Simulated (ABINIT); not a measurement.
# H2Pb (P-3m1): zone-centre phonons, part 2 of 3

Aim: the zone-centre modes of H2Pb (P-3m1).

ABINIT 10.8.3; DFT LDA, scalar-relativistic, plane waves, HGH norm-conserving pseudopotentials.

So far. Step 5 (Relaxing the cell and atoms): The volume changes by -1.2 % in this run and stands -44.2 % from the first cell. The relaxed cell has a = 3.622, c = 3.344 Å (conventional setting).

The structure was built from a prototype and need not be the compound's stable phase.

## Step 6: Self-consistent run for the response

First-order wavefunctions inherit every error of the ground state, hence the very tight tolvrs. ecutsm is kept as in the relaxation, so that the cell stays at rest. Smearing stays on, as the first look found no gap above 0.3 eV.

The input, gs.abi:

```
# ground state
tolvrs 1.0d-16
prtden 1
prtwf 1

# basis, mesh and filling
ecut 43.0
ecutsm 3.0
ixc 7
ngkpt 9 9 8
nshiftk 1
shiftk 0.0 0.0 0.0
istwfk *1
occopt 7
tsmear 0.01
nband 8
nstep 100
diemac 1000000.0
prtebands 0
prtgsr 0
useylm 1

# cell and atoms
acell 6.845291893 6.845291893 6.318984067
rprim 
    1.0 0.0 0.0
    -0.5000000001 0.8660254037 0.0
    0.0 0.0 1.0
ntypat 2
znucl 82 1
natom 3
typat 1 2 2
xred 
    0.0 0.0 0.0
    1/3 2/3 0.2401530902
    2/3 1/3 0.7598469098
pp_dirpath "./pseudo"
pseudos "Pb.hgh, H.hgh"
```

Launch:

```bash
OMP_NUM_THREADS=1 mpirun -n 2 abinit gs.abi > gs.log
```

Numbers of over 12 decimals in the logs are rounded to 6 here.

gs.abo, the main output file:

```text
[banners, grids, parts of the stress and lines that vanish by symmetry left out]
- input  file    -> gs.abi
- output file    -> gs.abo
- root for input  files -> gsi
[...]
Symmetries : space group P-3 m 1 (#164); Bravais hP (primitive hexag.)
[...]
mpw =        3492          nfft =       81000          nkpt =          81
[...]
== DATASET  1 ==================================================================
[...]
cutoff_energies: {ecut:  43.0, pawecutdg:  -1.0, }
[...]
Exchange-correlation functional for the present dataset will be:
  LDA: Perdew-Wang 92 LSD fit to Ceperley-Alder data - ixc=7
[...]
ETOT  1  -4.742840    -4.743E+00 1.479E-02 1.889E+01
 ETOT  2  -4.749005    -6.165E-03 6.565E-04 6.518E-01
 ETOT  3  -4.749046    -4.106E-05 3.588E-05 2.344E-02
 ETOT  4  -4.749049    -2.261E-06 1.429E-04 2.039E-03
 ETOT  5  -4.749049    -1.271E-07 7.273E-06 5.914E-06
[...]
ETOT 10  -4.749049     5.329E-15 1.384E-05 5.777E-16
 ETOT 11  -4.749049     2.043E-14 1.407E-06 1.569E-18
 At SCF step   11       vres2   =  1.57E-18 < tolvrs=  1.00E-16 =>converged.
[...]
sigma(1 1)= -8.52171206E-08  sigma(3 2)=  0.00000000E+00
  sigma(2 2)= -8.52169004E-08  sigma(3 1)=  0.00000000E+00
  sigma(3 3)=  5.54766789E-08  sigma(2 1)=  1.30364698E-13
[...]
convergence: {deltae:  2.043E-14, res2:  1.569E-18, residm:  1.407E-06, diffor: null, }
etotal    :  -4.74904865E+00
[...]
sigma(1 1)= -8.52171206E-08  sigma(3 2)=  0.00000000E+00
  sigma(2 2)= -8.52169004E-08  sigma(3 1)=  0.00000000E+00
  sigma(3 3)=  5.54766789E-08  sigma(2 1)=  1.30364698E-13
[...]
- sigma(1 1)= -2.50717425E-03  sigma(3 2)=  0.00000000E+00
- sigma(2 2)= -2.50716777E-03  sigma(3 1)=  0.00000000E+00
- sigma(3 3)=  1.63218024E-03  sigma(2 1)=  3.83546184E-09
[...]
fcart     -0.0000000000E+00 -0.0000000000E+00 -0.0000000000E+00
           strten     -8.5217120597E-08 -8.5216900440E-08  5.5476678908E-08
================================================================================

[key lines of the parts left out:]
pressure_GPa:   1.1274E-03
```

It took 35 s on 2 MPI ranks of Intel Xeon at 2.70GHz, shared host; 69 s of CPU time.

The cell stands at 0.0011 GPa, close enough for phonons.

## Step 7: Linear response at Γ

At q = 0 one unit cell holds all displacements. The response is solved for single atoms along the cell's directions, and symmetry skips those that follow from others. The crystal is treated as a metal, which screens a static field, so no field response is asked.

The input, dfpt_gamma.abi:

```

# common to the responses
getwfk_filepath "gso_WFK"
kptopt 2
nqpt 1
qpt 0.0 0.0 0.0
asr 0
chneut 0

# displacements
rfphon 1
rfatpol 1 3
rfdir 1 1 1
tolvrs 1.0d-10
prtwf 0

# basis, mesh and filling
ecut 43.0
ecutsm 3.0
ixc 7
ngkpt 9 9 8
nshiftk 1
shiftk 0.0 0.0 0.0
istwfk *1
occopt 7
tsmear 0.01
nband 8
nstep 100
diemac 1000000.0
prtebands 0
prtgsr 0
useylm 1

# cell and atoms
acell 6.845291893 6.845291893 6.318984067
rprim 
    1.0 0.0 0.0
    -0.5000000001 0.8660254037 0.0
    0.0 0.0 1.0
ntypat 2
znucl 82 1
natom 3
typat 1 2 2
xred 
    0.0 0.0 0.0
    1/3 2/3 0.2401530902
    2/3 1/3 0.7598469098
pp_dirpath "./pseudo"
pseudos "Pb.hgh, H.hgh"
```

Launch:

```bash
OMP_NUM_THREADS=1 mpirun -n 2 abinit dfpt_gamma.abi > dfpt_gamma.log
```

dfpt_gamma.abo, the main output file:

```text
[banners, grids, parts of the stress and lines that vanish by symmetry left out]
- input  file    -> dfpt_gamma.abi
- output file    -> dfpt_gamma.abo
- root for input  files -> dfpt_gammai
- root for output files -> dfpt_gammao

 Symmetries : space group P-3 m 1 (#164); Bravais hP (primitive hexag.)
================================================================================
 Values of the parameters that define the memory need of the present run (RF).
     intxc =       0      iscf =       7    lmnmax =      14     lnmax =       6
     mgfft =      45  mpssoang =       3    mqgrid =    3001     natom =       3
  nloc_mem =       1    nspden =       1   nspinor =       1    nsppol =       1
      nsym =      12    n1xccc =       0    ntypat =       2    occopt =       7
   xclevel =       1
-    mband =           8        mffmem =           1         mkmem =         163
-   mkqmem =         163        mk1mem =         163           mpw =        3492
      nfft =       81000          nkpt =         325
- my_mband =           8
================================================================================
================================================================================

--------------------------------------------------------------------------------
------------- Echo of variables that govern the present computation ------------
--------------------------------------------------------------------------------
-
- outvars: echo of selected default values
-   iomode0 =  0 , fftalg0 =312 , wfoptalg0 =  0
-
- outvars: echo of global parameters not present in the input file
-  max_nthreads =    1
-
 -outvars: echo values of preprocessed input variables
 [... echo left out ...]
================================================================================

 chkinp: Checking input parameters for consistency.

[...]
== DATASET  1 ==================================================================
-   mpi_nproc: 2, omp_nthreads: 1 (-1 if OMP is not activated)

--- !DatasetInfo
iteration_state: {dtset: 1, }
dimensions: {natom: 3, nkpt: 325, mband: 8, nsppol: 1, nspinor: 1, nspden: 1, mpw: 3492, }
cutoff_energies: {ecut:  43.0, pawecutdg:  -1.0, }
electrons: {nelect:   6.00000000E+00, charge:   0.00000000E+00, occopt:   7.00000000E+00, tsmear:   1.00000000E-02, }
meta: {optdriver: 1, rfphon: 1, }
...

 mkfilename: getwfk from: gso_WFK

 Exchange-correlation functional for the present dataset will be:
  LDA: Perdew-Wang 92 LSD fit to Ceperley-Alder data - ixc=7
 Citation for XC functional:
  J.P.Perdew and Y.Wang, PRB 45, 13244 (1992)

 Real(R)+Recip(G) space primitive vectors, cartesian coordinates (Bohr,Bohr^-1):
 R(1)=  6.8452919  0.0000000  0.0000000  G(1)=  0.1460858  0.0843427  0.0000000
 R(2)= -3.4226459  5.9281967  0.0000000  G(2)=  0.0000000  0.1686854  0.0000000
 R(3)=  0.0000000  0.0000000  6.3189841  G(3)=  0.0000000  0.0000000  0.1582533
 Unit cell volume ucvol=  2.5642587E+02 bohr^3
 Angles (23,13,12)=  9.00000000E+01  9.00000000E+01  1.20000000E+02 degrees
 setup1 : take into account q-point for computing boxcut.

 getcut: wavevector=  0.0000  0.0000  0.0000  ngfft=  45  45  40
         ecut(hartree)=     43.000   => boxcut(ratio)=   2.14444

--- Pseudopotential description ------------------------------------------------
- pspini: atom type   1  psp file is ./pseudo/Pb.hgh

- pspini: atom type   2  psp file is ./pseudo/H.hgh

   7.42415597E+01                                ecore*ucvol(ha*bohr**3)
--------------------------------------------------------------------------------

 ==>  initialize data related to q vector <==

 The list of irreducible perturbations for this q vector is:
    1)    idir= 1    ipert=   1
    2)    idir= 3    ipert=   1
    3)    idir= 1    ipert=   2
    4)    idir= 3    ipert=   2

[...]
The perturbation idir=   2  ipert=   1 is
 symmetric of a previously calculated perturbation.
 So, its SCF calculation is not needed.

 The perturbation idir=   2  ipert=   2 is
 symmetric of a previously calculated perturbation.
 So, its SCF calculation is not needed.

 The perturbation idir=   1  ipert=   3 is
 symmetric of a previously calculated perturbation.
 So, its SCF calculation is not needed.

 The perturbation idir=   2  ipert=   3 is
 symmetric of a previously calculated perturbation.
 So, its SCF calculation is not needed.

 The perturbation idir=   3  ipert=   3 is
 symmetric of a previously calculated perturbation.
 So, its SCF calculation is not needed.

--------------------------------------------------------------------------------
 Perturbation wavevector (in red.coord.)   0.000000  0.000000  0.000000
 Perturbation : displacement of atom   1   along direction   1
 Found     2 symmetries that leave the perturbation invariant.

[...]
dfpt_looppert : total number of electrons, from k and k+q
  fully or partially occupied states are    6.000000E+00 and    6.000000E+00.
 Initialisation of the first-order wave-functions :
  ireadwf=   0

--- !BeginCycle
iteration_state: {dtset: 1, }
solver: {iscf: 7, nstep: 100, nline: 4, wfoptalg: 0, }
tolerances: {tolvrs: 1.00E-10, }
...

     iter   2DEtotal(Ha)        deltaE(Ha) residm    vres2
-ETOT  1   1.071214     -3.563E+01 8.266E-02 9.671E+03
 ETOT  2 -0.153728     -1.225E+00 2.420E-03 2.923E+02
 ETOT  3 -0.189286     -3.556E-02 8.418E-05 1.635E+00
 ETOT  4 -0.189440     -1.540E-04 4.773E-07 7.048E-03
 ETOT  5 -0.189441     -7.506E-07 1.669E-09 1.488E-05
[...]
At SCF step    8       vres2   =  1.16E-11 < tolvrs=  1.00E-10 =>converged.
[...]
Mean square residual over all n,k,spin=   19.546E-17; max=  19.286E-16

 Thirteen components of 2nd-order total energy (hartree) are
 1,2,3: 0th-order hamiltonian combined with 1st-order wavefunctions
     kin0=   4.02973939E+01 eigvalue=   1.99533172E+00  local=  -2.01187833E+01
 4,5,6: 1st-order hamiltonian combined with 1st and 0th-order wfs
 loc psp =  -5.54076571E+00  Hartree=   4.80571422E+00     xc=  -4.09347981E+00
 note that "loc psp" includes a xc core correction that could be resolved
 7,8,9: eventually, occupation + non-local contributions
    edocc=   5.55398967E+00     enl0=   8.44968921E+00   enl1=  -6.82389457E+01
 1-9 gives the relaxation energy (to be shifted if some occ is /=2.0)
   erelax=  -3.68898558E+01
 10,11,12 Non-relaxation  contributions : frozen-wavefunctions and Ewald
 fr.local=  -4.59392887E+00 fr.nonlo=   3.20810738E+01  Ewald=   9.21326969E+00
 13,14 Frozen wf xc core corrections (1) and (2)
 frxc 1  =   0.00000000E+00  frxc 2 =   0.00000000E+00
 Resulting in :
 2DEtotal=   -0.1894411762E+00 Ha. Also 2DEtotal=   -0.515495701559E+01 eV
    (2DErelax=   -3.6889855756E+01 Ha. 2DEnonrelax=    3.6700414580E+01 Ha)
    (  non-var. 2DEtotal :   -1.8944110367E-01 Ha)

[...]
Perturbation wavevector (in red.coord.)   0.000000  0.000000  0.000000
 Perturbation : displacement of atom   1   along direction   3
 Found     6 symmetries that leave the perturbation invariant.

[...]
dfpt_looppert : total number of electrons, from k and k+q
  fully or partially occupied states are    6.000000E+00 and    6.000000E+00.
 Initialisation of the first-order wave-functions :
  ireadwf=   0

--- !BeginCycle
iteration_state: {dtset: 1, }
solver: {iscf: 7, nstep: 100, nline: 4, wfoptalg: 0, }
tolerances: {tolvrs: 1.00E-10, }
...

     iter   2DEtotal(Ha)        deltaE(Ha) residm    vres2
-ETOT  1   2.977914     -2.800E+01 1.730E-01 1.572E+04
[...]
At SCF step    9       vres2   =  9.22E-12 < tolvrs=  1.00E-10 =>converged.
[...]
Mean square residual over all n,k,spin=   10.416E-18; max=  27.067E-17

 Thirteen components of 2nd-order total energy (hartree) are
 1,2,3: 0th-order hamiltonian combined with 1st-order wavefunctions
     kin0=   3.40520257E+01 eigvalue=   1.59644679E+00  local=  -1.69750390E+01
 4,5,6: 1st-order hamiltonian combined with 1st and 0th-order wfs
 loc psp =  -6.48158250E+00  Hartree=   3.82365633E+00     xc=  -3.16592340E+00
 note that "loc psp" includes a xc core correction that could be resolved
 7,8,9: eventually, occupation + non-local contributions
    edocc=   3.87524940E+00     enl0=   7.18629561E+00   enl1=  -5.43038403E+01
 1-9 gives the relaxation energy (to be shifted if some occ is /=2.0)
   erelax=  -3.03927114E+01
 10,11,12 Non-relaxation  contributions : frozen-wavefunctions and Ewald
 fr.local=   3.27785523E+00 fr.nonlo=   2.77499717E+01  Ewald=  -4.77179586E-02
 13,14 Frozen wf xc core corrections (1) and (2)
 frxc 1  =   0.00000000E+00  frxc 2 =   0.00000000E+00
 Resulting in :
 2DEtotal=    0.5873975992E+00 Ha. Also 2DEtotal=    0.159839029508E+02 eV
    (2DErelax=   -3.0392711370E+01 Ha. 2DEnonrelax=    3.0980108969E+01 Ha)
    (  non-var. 2DEtotal :    5.8739755386E-01 Ha)

[...]
Perturbation wavevector (in red.coord.)   0.000000  0.000000  0.000000
 Perturbation : displacement of atom   2   along direction   1
 The set of symmetries contains only one element for this perturbation.

[...]
dfpt_looppert : total number of electrons, from k and k+q
  fully or partially occupied states are    6.000000E+00 and    6.000000E+00.
 Initialisation of the first-order wave-functions :
  ireadwf=   0

--- !BeginCycle
iteration_state: {dtset: 1, }
solver: {iscf: 7, nstep: 100, nline: 4, wfoptalg: 0, }
tolerances: {tolvrs: 1.00E-10, }
...

     iter   2DEtotal(Ha)        deltaE(Ha) residm    vres2
-ETOT  1   2.385876     -4.746E+01 4.430E-01 1.213E+04
[...]
At SCF step    8       vres2   =  6.50E-11 < tolvrs=  1.00E-10 =>converged.
[...]
Mean square residual over all n,k,spin=   19.316E-17; max=  34.210E-16

 Thirteen components of 2nd-order total energy (hartree) are
 1,2,3: 0th-order hamiltonian combined with 1st-order wavefunctions
     kin0=   5.20466908E+01 eigvalue=   3.82802408E-01  local=  -1.15994699E+01
 4,5,6: 1st-order hamiltonian combined with 1st and 0th-order wfs
 loc psp =  -9.85890225E+01  Hartree=   9.49553813E+00     xc=  -5.94549822E+00
 note that "loc psp" includes a xc core correction that could be resolved
 7,8,9: eventually, occupation + non-local contributions
    edocc=   4.54806923E+00     enl0=   3.66378844E-01   enl1=   0.00000000E+00
 1-9 gives the relaxation energy (to be shifted if some occ is /=2.0)
   erelax=  -4.92945111E+01
 10,11,12 Non-relaxation  contributions : frozen-wavefunctions and Ewald
 fr.local=   4.45943661E+01 fr.nonlo=   0.00000000E+00  Ewald=   5.24732636E+00
 13,14 Frozen wf xc core corrections (1) and (2)
 frxc 1  =   0.00000000E+00  frxc 2 =   0.00000000E+00
 Resulting in :
 2DEtotal=    0.5471812842E+00 Ha. Also 2DEtotal=    0.148895612720E+02 eV
    (2DErelax=   -4.9294511146E+01 Ha. 2DEnonrelax=    4.9841692430E+01 Ha)
    (  non-var. 2DEtotal :    5.4718120470E-01 Ha)

[...]
Perturbation wavevector (in red.coord.)   0.000000  0.000000  0.000000
 Perturbation : displacement of atom   2   along direction   3
 Found     6 symmetries that leave the perturbation invariant.

--------------------------------------------------------------------------------

--------------------------------------------------------------------------------

 dfpt_looppert : total number of electrons, from k and k+q
  fully or partially occupied states are    6.000000E+00 and    6.000000E+00.
 Initialisation of the first-order wave-functions :
  ireadwf=   0

--- !BeginCycle
iteration_state: {dtset: 1, }
solver: {iscf: 7, nstep: 100, nline: 4, wfoptalg: 0, }
tolerances: {tolvrs: 1.00E-10, }
...

     iter   2DEtotal(Ha)        deltaE(Ha) residm    vres2
-ETOT  1   1.822684     -3.998E+01 2.522E-01 8.908E+03
[...]
ETOT  9  0.632234     -4.590E-12 6.887E-15 2.459E-10
 ETOT 10  0.632234      5.045E-13 4.885E-17 5.258E-12

 At SCF step   10       vres2   =  5.26E-12 < tolvrs=  1.00E-10 =>converged.
[...]
Mean square residual over all n,k,spin=   40.743E-19; max=  48.849E-18

 Thirteen components of 2nd-order total energy (hartree) are
 1,2,3: 0th-order hamiltonian combined with 1st-order wavefunctions
     kin0=   4.36048478E+01 eigvalue=   3.09334563E-01  local=  -9.34177295E+00
 4,5,6: 1st-order hamiltonian combined with 1st and 0th-order wfs
 loc psp =  -8.23406289E+01  Hartree=   7.45788278E+00     xc=  -4.93348596E+00
 note that "loc psp" includes a xc core correction that could be resolved
 7,8,9: eventually, occupation + non-local contributions
    edocc=   3.85765132E+00     enl0=   2.15856852E-01   enl1=   0.00000000E+00
 1-9 gives the relaxation energy (to be shifted if some occ is /=2.0)
   erelax=  -4.11703144E+01
 10,11,12 Non-relaxation  contributions : frozen-wavefunctions and Ewald
 fr.local=   4.09615422E+01 fr.nonlo=   0.00000000E+00  Ewald=   8.41006700E-01
 13,14 Frozen wf xc core corrections (1) and (2)
 frxc 1  =   0.00000000E+00  frxc 2 =   0.00000000E+00
 Resulting in :
 2DEtotal=    0.6322344976E+00 Ha. Also 2DEtotal=    0.172039771119E+02 eV
    (2DErelax=   -4.1170314434E+01 Ha. 2DEnonrelax=    4.1802548932E+01 Ha)
    (  non-var. 2DEtotal :    6.3223449538E-01 Ha)

[...]
---- first-order wavefunction calculations are completed ----

 ==> Compute Derivative Database <==

 [... matrices left out ...]
  Phonon wavevector (reduced coordinates) :  0.00000  0.00000  0.00000
 Phonon energies in Hartree :
  -1.054061E-03 -1.054061E-03 -1.063259E-06 -1.063255E-06  3.790562E-07
   2.010508E-03  3.637596E-03  3.716363E-03  3.716363E-03
 Phonon frequencies in cm-1    :
- -2.313397E+02 -2.313397E+02 -2.333583E-01 -2.333575E-01  8.319321E-02
-  4.412555E+02  7.983601E+02  8.156475E+02  8.156475E+02

== END DATASET(S) ==============================================================
================================================================================

 -outvars: echo values of variables after computation
            acell      6.8452918930E+00  6.8452918930E+00  6.3189840670E+00 Bohr
           etotal      6.3223449759E-01
            fcart      0.0000000000E+00  0.0000000000E+00  0.0000000000E+00
           strten      0.0000000000E+00  0.0000000000E+00  0.0000000000E+00
================================================================================
```

Elapsed: 4.6 min, on 2 MPI ranks; 9.2 min of CPU time.

This step gave:

```
largest acoustic frequency at the zone centre before the sum rule : -0.23 cm⁻¹
highest optical zone-centre mode (no LO-TO term)                  : 815.6 cm⁻¹
lowest optical zone-centre mode                                   : -231.3 cm⁻¹
```

The acoustic modes at Γ come out as far as 0.2 cm⁻¹ from zero, where they should vanish, a small numerical error. The lowest optical mode is imaginary, 231i cm⁻¹, an instability at this level and on this k mesh.

(Part 2 of 3 ends here.)

[Host names and launcher messages were left out of these logs when they were recorded.]

[Logs are printed without paths, hosts, clocks, repeated set-up lines and the standing remarks that a program may print on its own settings, such as how far it seeks lower states.]

[Hosts, paths, dates, database ids (printed as entryN), source tags and the programs' standing remarks are cut or masked in the printed files.]
